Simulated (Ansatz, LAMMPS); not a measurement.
**A vacancy of O at several sites of glassy 73SiO2-27K2O (mol %) (90 atoms)**

At which site of glassy 73SiO2-27K2O (mol %) (90 atoms) does a vacancy of O cost least, and what about the site decides it?

Method: Kohn-Sham DFT, LDA, PAW (set soft_2), plane waves, in Ansatz 0.2.0.

## Step 1: Set-up

The cell holds 90 atoms: 22 Si, 16 K and 52 O. Cell: a = 11.292 Å, b = 11.292 Å, c = 11.292 Å, α = 90.0°, β = 90.0°, γ = 90.0°. 90 atoms (22 Si, 16 K, 52 O) placed at random at 2.4 g/cm³, melted at 4000 K for 10 ps at fixed volume with the Morse and Coulomb pair potential with partial charges (Pedone, Malavasi, Menziani, Cormack and Segre, J. Phys. Chem. B 110, 11780 (2006)). Quenched from 4000 K to 300 K at 50 K/ps and fixed volume, held 10 ps at zero pressure.

What the set-up can't give: The quench rate of 50 K/ps is many orders above laboratory rates, so the cell is likely richer in defects and strain than a real sample. The network of bonds at the start is that of the classical potential that made the cell, and needn't be the one that DFT or experiment would give. The Brillouin zone is sampled at Γ only, in a cell whose shortest periodic width is 11 Å.

## Step 2: Single point at the start

The forces at the start show how far the geometry lies from a minimum of this functional.

input.yaml reads:

```yaml
crystal:
  lattice:
    - [11.29206, 0.0, 0.0]
    - [0.0, 11.29206, 0.0]
    - [0.0, 0.0, 11.29206]
  atoms:
    - { symbol: Si, position: [0.3674, 0.98821, 0.09576] }
    - { symbol: Si, position: [0.45282, 0.77803, 0.22905] }
    - { symbol: Si, position: [0.43567, 0.21478, 0.52676] }
    - { symbol: Si, position: [0.3414, 0.31893, 0.9568] }
    - { symbol: Si, position: [0.67445, 0.13541, 0.85423] }
    - { symbol: Si, position: [0.36982, 0.42729, 0.69265] }
    - { symbol: Si, position: [0.9584, 0.58116, 0.03092] }
    - { symbol: Si, position: [0.65289, 0.61231, 0.32601] }
    - { symbol: Si, position: [0.76266, 0.70904, 0.57207] }
    - { symbol: Si, position: [0.01205, 0.46035, 0.26645] }
    - { symbol: Si, position: [0.24592, 0.87463, 0.3951] }
    - { symbol: Si, position: [0.70063, 0.54615, 0.96617] }
    - { symbol: Si, position: [0.24816, 0.9181, 0.68671] }
    - { symbol: Si, position: [0.61202, 0.3102, 0.06856] }
    - { symbol: Si, position: [0.25447, 0.35073, 0.20706] }
    - { symbol: Si, position: [0.82743, 0.29666, 0.68144] }
    - { symbol: Si, position: [0.51582, 0.36641, 0.3076] }
    - { symbol: Si, position: [0.63579, 0.50466, 0.71122] }
    - { symbol: Si, position: [0.19832, 0.1536, 0.38383] }
    - { symbol: Si, position: [0.88981, 0.69078, 0.26373] }
    - { symbol: Si, position: [0.39792, 0.0808, 0.84333] }
    - { symbol: Si, position: [0.94089, 0.23095, 0.42133] }
    - { symbol: K, position: [0.00969, 0.96136, 0.20871] }
    - { symbol: K, position: [0.68962, 0.85929, 0.08163] }
    - { symbol: K, position: [0.61656, 0.05323, 0.29513] }
    - { symbol: K, position: [0.95932, 0.28893, 0.98076] }
    - { symbol: K, position: [0.51294, 0.87326, 0.53444] }
    - { symbol: K, position: [0.56885, 0.82964, 0.84732] }
    - { symbol: K, position: [0.11645, 0.67278, 0.57992] }
    - { symbol: K, position: [0.87412, 0.88511, 0.75462] }
    - { symbol: K, position: [0.15617, 0.71854, 0.16583] }
    - { symbol: K, position: [0.73061, 0.06701, 0.51782] }
    - { symbol: K, position: [0.14763, 0.22465, 0.68334] }
    - { symbol: K, position: [0.30989, 0.5586, 0.419] }
    - { symbol: K, position: [0.94693, 0.89967, 0.51002] }
    - { symbol: K, position: [0.12158, 0.83348, 0.93614] }
    - { symbol: K, position: [0.3256, 0.62289, 0.93896] }
    - { symbol: K, position: [0.06717, 0.52806, 0.76178] }
    - { symbol: O, position: [0.39884, 0.98487, 0.95222] }
    - { symbol: O, position: [0.5315, 0.12592, 0.82787] }
    - { symbol: O, position: [0.14188, 0.79443, 0.38659] }
    - { symbol: O, position: [0.51022, 0.10306, 0.54578] }
    - { symbol: O, position: [0.75512, 0.19192, 0.75037] }
    - { symbol: O, position: [0.86504, 0.8128, 0.31502] }
    - { symbol: O, position: [0.8759, 0.26175, 0.54761] }
    - { symbol: O, position: [0.26598, 0.47634, 0.61881] }
    - { symbol: O, position: [0.69855, 0.64711, 0.45381] }
    - { symbol: O, position: [0.1542, 0.45, 0.2562] }
    - { symbol: O, position: [0.73384, 0.40552, 0.66292] }
    - { symbol: O, position: [0.96252, 0.36253, 0.35052] }
    - { symbol: O, position: [0.07239, 0.18098, 0.44439] }
    - { symbol: O, position: [0.3067, 0.20096, 0.45853] }
    - { symbol: O, position: [0.4678, 0.90244, 0.1552] }
    - { symbol: O, position: [0.19953, 0.23298, 0.26303] }
    - { symbol: O, position: [0.96528, 0.46425, 0.12979] }
    - { symbol: O, position: [0.64082, 0.66442, 0.99369] }
    - { symbol: O, position: [0.2424, 0.93394, 0.10763] }
    - { symbol: O, position: [0.73328, 0.84386, 0.58272] }
    - { symbol: O, position: [0.39004, 0.69214, 0.14079] }
    - { symbol: O, position: [0.93237, 0.69975, 0.12184] }
    - { symbol: O, position: [0.38514, 0.11666, 0.14013] }
    - { symbol: O, position: [0.2532, 0.35063, 0.0635] }
    - { symbol: O, position: [0.3636, 0.82131, 0.3407] }
    - { symbol: O, position: [0.64329, 0.49126, 0.84811] }
    - { symbol: O, position: [0.76317, 0.60598, 0.24819] }
    - { symbol: O, position: [0.59522, 0.28703, 0.20619] }
    - { symbol: O, position: [0.33567, 0.02156, 0.73462] }
    - { symbol: O, position: [0.84463, 0.56576, 0.94981] }
    - { symbol: O, position: [0.20472, 0.00881, 0.36989] }
    - { symbol: O, position: [0.31223, 0.1915, 0.89306] }
    - { symbol: O, position: [0.57099, 0.49663, 0.32783] }
    - { symbol: O, position: [0.26289, 0.80399, 0.75939] }
    - { symbol: O, position: [0.07952, 0.5952, 0.97311] }
    - { symbol: O, position: [0.93457, 0.33694, 0.75307] }
    - { symbol: O, position: [0.71945, 0.0108, 0.88488] }
    - { symbol: O, position: [0.68492, 0.22362, 0.98304] }
    - { symbol: O, position: [0.67938, 0.43588, 0.05416] }
    - { symbol: O, position: [0.56998, 0.72726, 0.284] }
    - { symbol: O, position: [0.97532, 0.59302, 0.31351] }
    - { symbol: O, position: [0.50943, 0.29863, 0.43193] }
    - { symbol: O, position: [0.34333, 0.4108, 0.84374] }
    - { symbol: O, position: [0.47984, 0.32723, 0.0108] }
    - { symbol: O, position: [0.37755, 0.38247, 0.26346] }
    - { symbol: O, position: [0.50045, 0.48646, 0.67444] }
    - { symbol: O, position: [0.11681, 0.9731, 0.69228] }
    - { symbol: O, position: [0.87295, 0.14423, 0.34227] }
    - { symbol: O, position: [0.39667, 0.2936, 0.64085] }
    - { symbol: O, position: [0.89582, 0.68643, 0.59] }
    - { symbol: O, position: [0.67358, 0.63454, 0.67338] }
    - { symbol: O, position: [0.27414, 0.88768, 0.54823] }
kpoints:
  mp_grid: { grid: [1, 1, 1] }
hamiltonian:
  xc: lda
scf:
  occupations: { method: fixed }
output:
  forces: true
```

Started as:

```bash
$ ansatz run input.yaml --threads 4 --pin off --max-ram 8192MiB --backend cpu --events-out ev --progress --plain --runs-dir out
```

Standard output:

```text
Engine: ansatz 0.2.0, aarch64-unknown-linux-gnu
Pseudopotentials: kind: paw
Pseudopotential: Si, paw, valence charge 4, recommended cutoff 420 eV (normal), Si.paw.azcp
Pseudopotential: K, paw, valence charge 9, recommended cutoff 420 eV (normal), K.paw.azcp
Pseudopotential: O, paw, valence charge 6, recommended cutoff 420 eV (normal), O.paw.azcp
[... 3 lines on functional and potentials left out ...]
Crystal: 90 atoms, lattice volume = 1439.858 Å³
Basis set: ecut = 420 eV, 28257 PW (Γ)
Bands: 362, of which v1, the nominal top of the filled ones, is band 272 counted from 1 (271 counted from 0)
Symmetry: 1 space group operations
Space group: P1 (ITA 1), of the structure as read, at distance tolerance 1.1e-4 Å
k-points: 1
[... 10 lines on functional and potentials left out ...]
Initial density: superposition of atomic densities (neutral atoms: chi_scale 0, normalization atom), corrected by the library's trained network
Initial wavefunctions: pseudopotential atomic-orbital guess
Functional: x = slater, c = lda
SCF iter   1: F=—  HF=-66296.272314 eV  |F-HF|=—  |Δ(HF+E_count)|=         —  Δρ=1.24e-2  dr2=2.04e0  ethr=1.77e-3  ⟨swp⟩=5.0  Hψ=1273  notcnv=0  defer=88
preconditioner: auto → Resta (q_TF=auto, 2.320 Å⁻¹)  ε∞=3.0  [insulator: Δε(μ)=1.708 eV  Ē_g=15.500 eV  n_scr=304 (ndim 8)  ℏωp=22.1 eV  f_vac=0.171  ε∞_Penn≈3.0]
SCF iter   2: F=—  HF=-66295.731754 eV  |F-HF|=—  |Δ(HF+E_count)|=   5.41e-1  Δρ=4.12e-3  dr2=1.21e-1  ethr=3.75e-4  ⟨swp⟩=2.0  Hψ=590  notcnv=0  defer=88
SCF iter   3: F=—  HF=-66295.700826 eV  |F-HF|=—  |Δ(HF+E_count)|=   3.09e-2  Δρ=1.77e-3  dr2=3.68e-2  ethr=2.22e-5  ⟨swp⟩=2.0  Hψ=501  notcnv=0  defer=81
automatic band count: iteration 3 solves 355 bands in place of 362: the levels show a gap, and the empty bands left out lie too high to hold charge; the band table lists the bands solved (type scf.n_extra_bands for more)
SCF iter   4: F=—  HF=-66295.695006 eV  |F-HF|=—  |Δ(HF+E_count)|=   5.82e-3  Δρ=1.26e-3  dr2=2.01e-2  ethr=6.76e-6  ⟨swp⟩=2.0  Hψ=493  notcnv=0  defer=81
SCF iter   5: F=—  HF=-66295.689765 eV  |F-HF|=—  |Δ(HF+E_count)|=   5.24e-3  Δρ=2.39e-4  dr2=1.25e-3  ethr=3.69e-6  ⟨swp⟩=2.0  Hψ=488  notcnv=0  defer=81
SCF iter   6: F=—  HF=-66295.689692 eV  |F-HF|=—  |Δ(HF+E_count)|=   7.26e-5  Δρ=1.23e-4  dr2=2.07e-4  ethr=2.29e-7  ⟨swp⟩=2.0  Hψ=494  notcnv=0  defer=81
SCF iter   7: F=—  HF=-66295.689655 eV  |F-HF|=—  |Δ(HF+E_count)|=   3.65e-5  Δρ=2.89e-5  dr2=1.55e-5  ethr=3.81e-8  ⟨swp⟩=2.0  Hψ=582  notcnv=0  defer=79
SCF iter   8: F=—  HF=-66295.687272 eV  |F-HF|=—  |Δ(HF+E_count)|=   2.38e-3  Δρ=1.29e-5  dr2=2.77e-6  ethr=2.85e-9  ⟨swp⟩=2.0  Hψ=486  notcnv=0  defer=79
SCF iter   9: F=—  HF=-66295.687273 eV  |F-HF|=—  |Δ(HF+E_count)|=   7.55e-7  Δρ=6.65e-6  dr2=7.10e-7  ethr=5.09e-10  ⟨swp⟩=2.0  Hψ=497  notcnv=0  defer=79
SCF iter  10: F=-66295.687273 eV  HF=-66295.687273 eV  |F-HF|=5.04e-8  |Δ(HF+E_count)|=   2.59e-7  Δρ=1.90e-6  dr2=8.64e-8  ethr=1.84e-11  ⟨swp⟩=3.0  Hψ=1152  notcnv=0
SCF 1 converged in 10 iterations: F = -66295.687273 eV  dr2 = 8.64e-8
  greatest PAW one-centre occupation: 0.985 electrons in one spin orbital (limit 2), on the K atom at site 30 (counted from 0), in its partial waves of l = 0
SCF converged after 10 iterations
Free energy (F): -66295.687273 eV
Harris-Foulkes:  -66295.687273 eV  (|F-HF|=5.04e-8)
Internal energy: -66295.687273 eV  (E = F + TS)
E sigma→0 (E₀):  -66295.687273 eV
Fermi energy:    4.600055 eV
--- Per-component energies (eV) ---
  E_band       = -3327.215914
  E_kinetic    = 14280.239377
  E_local      = -38160.110627  (includes V_loc(G=0)·N_el)
  E_nonlocal   = 3414.178648
  E_hartree    = 14109.480757
  E_xc         = -7143.632332
  E_vxc        = -8555.593755  (∫ρ·V_xc dr)
  E_paw        = -30281.701910  (= ΣΔE_a)
  E_vpaw       = -2525.019110  (= ΣTr[D̂ρ^β])
  E_aug_tail   = 0.135182  (compensation charges beyond the density's cutoff)
  E_ewald      = -22525.291562
  E_core_change = 11.015192  (= ΣΔE_core)
  E_smearing   = -0.000000  (= −TS)
  E_closure    = -0.000000  (closes the sum)
  Σ components = -66295.687273   (vs F -66295.687273, Δ=0.00e0)
--- Forces (eV/Å), atoms counted from 1 ---
  atom   1  Si    -0.16095091     1.76458723    -0.69241184
  atom   2  Si    -3.31980645     0.36685435    -2.12899909
  atom   3  Si    -1.12883224     1.20321341    -0.48404498
  atom   4  Si     4.12468682    -1.76071596    -0.49415789
  atom   5  Si    -1.54135971     1.45260057     2.14664434
  atom   6  Si     1.97726591    -2.27086235     1.11622807
  atom   7  Si    -1.83755070    -0.25358065     3.78304565
  atom   8  Si    -1.69127448     1.69410496     1.32122196
  atom   9  Si    -2.79796072    -2.73022865    -0.16258489
  atom  10  Si    -0.68212348     1.29698275    -0.69362344
  atom  11  Si     1.95057656     3.02762588     4.16371647
  atom  12  Si    -0.44356417    -0.74091317     0.02579348
  atom  13  Si    -2.51829706     0.97453946    -1.24738659
  atom  14  Si    -1.47828665     1.86130029    -3.00672052
[...]
atom  89  O      0.95362773     1.77253744    -0.69595183
  atom  90  O      1.17803566    -0.48403388    -2.41947006
  max |Σ_I F_I| component: 1.37e-4 eV/Å
```

The job ended after 12 s (4 threads of Arm Neoverse V1, shared host; peak memory 1.5 GiB).

The r.m.s. force at the start is 1.3 eV/Å.

## Step 3: Relaxation

With the cell held, the atoms are moved downhill towards a nearby minimum.

input.yaml reads:

```yaml
crystal:
  lattice:
    - [11.29206, 0.0, 0.0]
    - [0.0, 11.29206, 0.0]
    - [0.0, 0.0, 11.29206]
  atoms:
    [... the 90 atom lines of step 2 ...]
kpoints:
  mp_grid: { grid: [1, 1, 1] }
hamiltonian:
  xc: lda
scf:
  occupations: { method: fixed }
output:
  forces: true
relax:
  f_tol: 0.05
  max_steps: 120
```

Standard output:

```text
[...]
Crystal: 90 atoms, lattice volume = 1439.858 Å³
Basis set: ecut = 420 eV, 28257 PW (Γ)
Bands: 362, of which v1, the nominal top of the filled ones, is band 272 counted from 1 (271 counted from 0)
Symmetry: 1 space group operations
[...]
k-points: 1
[...]
SCF iter   1: F=—  HF=-66296.272314 eV  |F-HF|=—  |Δ(HF+E_count)|=         —  Δρ=1.24e-2  dr2=2.04e0  ethr=1.77e-3  ⟨swp⟩=5.0  Hψ=1273  notcnv=0  defer=88
[...]
SCF iter   7: F=-66295.687269 eV  HF=-66295.687268 eV  |F-HF|=5.35e-8  |Δ(HF+E_count)|=   2.79e-5  Δρ=2.85e-5  dr2=1.52e-5  ethr=1.15e-8  ⟨swp⟩=3.0  Hψ=1235  notcnv=0
SCF 1 converged in 7 iterations: F = -66295.687269 eV  dr2 = 1.52e-5
[...]
relax step   1: F+E_penalty+E_count = -66295.68726854 eV  Δ(F+E_penalty+E_count) = +0.000e0 eV  max|allowed force component| = 4.164e0 eV/Å  Δτ_max = 0.0000 Å  (7 SCF iters, dr2 threshold 6.25e-5 eV, accepted)
[... from here on, the SCF cycles and remarks between the steps are left out ...]
relax step   2: F+E_penalty+E_count = -66299.61235275 eV  Δ(F+E_penalty+E_count) = -3.925e0 eV  max|allowed force component| = 3.156e0 eV/Å  Δτ_max = 0.1949 Å  (7 SCF iters, dr2 threshold 1.00e-4 eV, accepted)
relax step   3: F+E_penalty+E_count = -66301.85913827 eV  Δ(F+E_penalty+E_count) = -2.247e0 eV  max|allowed force component| = 1.228e0 eV/Å  Δτ_max = 0.1974 Å  (7 SCF iters, dr2 threshold 1.00e-4 eV, accepted)
relax step   4: F+E_penalty+E_count = -66302.52654693 eV  Δ(F+E_penalty+E_count) = -6.674e-1 eV  max|allowed force component| = 5.554e-1 eV/Å  Δτ_max = 0.1948 Å  (6 SCF iters, dr2 threshold 1.00e-4 eV, accepted)
relax step   5: F+E_penalty+E_count = -66302.87976958 eV  Δ(F+E_penalty+E_count) = -3.532e-1 eV  max|allowed force component| = 3.640e-1 eV/Å  Δτ_max = 0.1943 Å  (7 SCF iters, dr2 threshold 4.67e-5 eV, accepted)
relax step   6: F+E_penalty+E_count = -66303.13891915 eV  Δ(F+E_penalty+E_count) = -2.591e-1 eV  max|allowed force component| = 3.121e-1 eV/Å  Δτ_max = 0.2000 Å  (7 SCF iters, dr2 threshold 2.71e-5 eV, accepted)
relax step   7: F+E_penalty+E_count = -66303.30290763 eV  Δ(F+E_penalty+E_count) = -1.640e-1 eV  max|allowed force component| = 2.085e-1 eV/Å  Δτ_max = 0.1930 Å  (7 SCF iters, dr2 threshold 4.19e-5 eV, accepted)
relax step   8: F+E_penalty+E_count = -66303.38299770 eV  Δ(F+E_penalty+E_count) = -8.009e-2 eV  max|allowed force component| = 1.943e-1 eV/Å  Δτ_max = 0.1952 Å  (7 SCF iters, dr2 threshold 1.94e-5 eV, accepted)
relax step   9: F+E_penalty+E_count = -66303.43940451 eV  Δ(F+E_penalty+E_count) = -5.641e-2 eV  max|allowed force component| = 1.397e-1 eV/Å  Δτ_max = 0.1967 Å  (7 SCF iters, dr2 threshold 1.69e-5 eV, accepted)
relax step  10: F+E_penalty+E_count = -66303.47082658 eV  Δ(F+E_penalty+E_count) = -3.142e-2 eV  max|allowed force component| = 1.549e-1 eV/Å  Δτ_max = 0.1383 Å  (7 SCF iters, dr2 threshold 1.01e-5 eV, accepted)
relax step  11: F+E_penalty+E_count = -66303.48595206 eV  Δ(F+E_penalty+E_count) = -1.513e-2 eV  max|allowed force component| = 1.668e-1 eV/Å  Δτ_max = 0.2000 Å  (7 SCF iters, dr2 threshold 1.24e-5 eV, accepted)
relax step  12: F+E_penalty+E_count = -66303.50356065 eV  Δ(F+E_penalty+E_count) = -1.761e-2 eV  max|allowed force component| = 1.435e-1 eV/Å  Δτ_max = 0.1612 Å  (6 SCF iters, dr2 threshold 2.78e-5 eV, accepted)
relax step  13: F+E_penalty+E_count = -66303.50896256 eV  Δ(F+E_penalty+E_count) = -5.402e-3 eV  max|allowed force component| = 3.098e-1 eV/Å  Δτ_max = 0.2000 Å  (7 SCF iters, dr2 threshold 1.52e-5 eV, accepted)
relax step  14: F+E_penalty+E_count = -66303.53281930 eV  Δ(F+E_penalty+E_count) = -2.386e-2 eV  max|allowed force component| = 9.327e-2 eV/Å  Δτ_max = 0.0795 Å  (6 SCF iters, dr2 threshold 7.10e-5 eV, accepted)
relax step  15: F+E_penalty+E_count = -66303.56214647 eV  Δ(F+E_penalty+E_count) = -2.933e-2 eV  max|allowed force component| = 1.061e-1 eV/Å  Δτ_max = 0.2000 Å  (9 SCF iters, accepted)
relax step  16: F+E_penalty+E_count = -66303.58558549 eV  Δ(F+E_penalty+E_count) = -2.344e-2 eV  max|allowed force component| = 1.177e-1 eV/Å  Δτ_max = 0.1376 Å  (9 SCF iters, accepted)
relax step  17: F+E_penalty+E_count = -66303.62532881 eV  Δ(F+E_penalty+E_count) = -3.974e-2 eV  max|allowed force component| = 1.842e-1 eV/Å  Δτ_max = 0.1950 Å  (7 SCF iters, dr2 threshold 1.39e-5 eV, accepted)
relax step  18: F+E_penalty+E_count = -66303.64618646 eV  Δ(F+E_penalty+E_count) = -2.086e-2 eV  max|allowed force component| = 1.981e-1 eV/Å  Δτ_max = 0.1964 Å  (7 SCF iters, dr2 threshold 3.39e-5 eV, accepted)
relax step  19: F+E_penalty+E_count = -66303.67115682 eV  Δ(F+E_penalty+E_count) = -2.497e-2 eV  max|allowed force component| = 1.635e-1 eV/Å  Δτ_max = 0.1130 Å  (6 SCF iters, dr2 threshold 3.92e-5 eV, accepted)
relax step  20: F+E_penalty+E_count = -66303.71117687 eV  Δ(F+E_penalty+E_count) = -4.002e-2 eV  max|allowed force component| = 2.296e-1 eV/Å  Δτ_max = 0.1953 Å  (7 SCF iters, dr2 threshold 1.82e-5 eV, accepted)
relax step  21: F+E_penalty+E_count = -66303.74741091 eV  Δ(F+E_penalty+E_count) = -3.623e-2 eV  max|allowed force component| = 2.836e-1 eV/Å  Δτ_max = 0.1953 Å  (7 SCF iters, dr2 threshold 3.59e-5 eV, accepted)
relax step  22: F+E_penalty+E_count = -66303.77379439 eV  Δ(F+E_penalty+E_count) = -2.638e-2 eV  max|allowed force component| = 4.520e-1 eV/Å  Δτ_max = 0.1950 Å  (7 SCF iters, dr2 threshold 8.04e-5 eV, accepted)
relax step  23: F+E_penalty+E_count = -66303.79667693 eV  Δ(F+E_penalty+E_count) = -2.288e-2 eV  max|allowed force component| = 3.184e-1 eV/Å  Δτ_max = 0.0963 Å  (6 SCF iters, dr2 threshold 1.00e-4 eV, accepted)
relax step  24: F+E_penalty+E_count = -66303.82815929 eV  Δ(F+E_penalty+E_count) = -3.148e-2 eV  max|allowed force component| = 2.355e-1 eV/Å  Δτ_max = 0.0904 Å  (6 SCF iters, dr2 threshold 5.03e-5 eV, accepted)
relax step  25: F+E_penalty+E_count = -66303.83953760 eV  Δ(F+E_penalty+E_count) = -1.138e-2 eV  max|allowed force component| = 1.240e-1 eV/Å  Δτ_max = 0.0963 Å  (6 SCF iters, dr2 threshold 2.75e-5 eV, accepted)
relax step  26: F+E_penalty+E_count = -66303.82203621 eV  Δ(F+E_penalty+E_count) = +1.750e-2 eV  max|allowed force component| = 1.427e-1 eV/Å  Δτ_max = 0.2000 Å  (8 SCF iters, dr2 threshold 4.25e-6 eV, rejected (line search))
relax step  27: F+E_penalty+E_count = -66303.85958666 eV  Δ(F+E_penalty+E_count) = -2.005e-2 eV  max|allowed force component| = 6.718e-2 eV/Å  Δτ_max = 0.0843 Å  (10 SCF iters, accepted)
relax step  28: F+E_penalty+E_count = -66303.83488273 eV  Δ(F+E_penalty+E_count) = +2.470e-2 eV  max|allowed force component| = 2.580e-1 eV/Å  Δτ_max = 0.1000 Å  (9 SCF iters, rejected (line search))
relax step  29: F+E_penalty+E_count = -66303.86326100 eV  Δ(F+E_penalty+E_count) = -3.674e-3 eV  max|allowed force component| = 4.447e-2 eV/Å  Δτ_max = 0.0429 Å  (9 SCF iters, accepted)
SCF converged after 9 iterations
Free energy (F): -66303.863261 eV
[...]
Internal energy: -66303.863261 eV  (E = F + TS)
E sigma→0 (E₀):  -66303.863261 eV
Fermi energy:    3.595067 eV
[...]
--- Forces (eV/Å), atoms counted from 1 ---
  atom   1  Si     0.00150730    -0.00935174     0.04447427
  atom   2  Si    -0.02339929    -0.00384820     0.01472573
  atom   3  Si     0.01203652    -0.02354394    -0.00474871
  atom   4  Si     0.00198139     0.00942701    -0.03202026
  atom   5  Si     0.00115722     0.01810288     0.00243053
  atom   6  Si    -0.01029847     0.01071481    -0.01051176
  atom   7  Si    -0.01965639    -0.00724461    -0.00816135
  atom   8  Si    -0.00481517     0.03026419     0.01949009
  atom   9  Si    -0.02373846     0.00555540     0.03151849
  atom  10  Si    -0.02399204    -0.00111900     0.01457961
  atom  11  Si    -0.00924991    -0.01346222    -0.02499855
  atom  12  Si    -0.00767020     0.00785218    -0.03477561
  atom  13  Si     0.01927579     0.03165473    -0.03171276
  atom  14  Si     0.01518540     0.01544359    -0.02194035
[...]
atom  89  O      0.00397252    -0.00334186    -0.01442024
  atom  90  O     -0.02295313    -0.00237867     0.01835805
  max |Σ_I F_I| component: 1.16e-4 eV/Å
--- Relaxed structure (29 steps of the walk, 27 accepted, 0 SCFs on fresh bases) ---
  F+E_penalty+E_count = -66303.86326100 eV   max|allowed force component| = 4.447e-2 eV/Å
  atoms:
    - { symbol: Si, position: [0.359819, 0.975995, 0.086990] }
    - { symbol: Si, position: [0.434621, 0.789376, 0.245478] }
    - { symbol: Si, position: [0.438334, 0.218998, 0.517123] }
    - { symbol: Si, position: [0.349657, 0.324942, 0.948125] }
[...]
- { symbol: O, position: [0.281180, 0.948830, 0.541037] }
```

The job ended after 4.7 min (4 threads; peak memory 1.5 GiB; 18 min of CPU time).

The relaxation converged after 29 steps, 8.18 eV below its start, with a largest force component of 0.044 eV/Å.

(Continued in part 2 of 3.)

[Long decimals in the printed logs are rounded to 6 places.]

[Logs are printed without paths, hosts, clocks, repeated set-up lines and the standing remarks that a program may print on its own settings, such as how far it seeks lower states.]

[Hosts, paths, dates, database ids (printed as entryN), source tags and the programs' standing remarks are cut or masked in the printed files.]
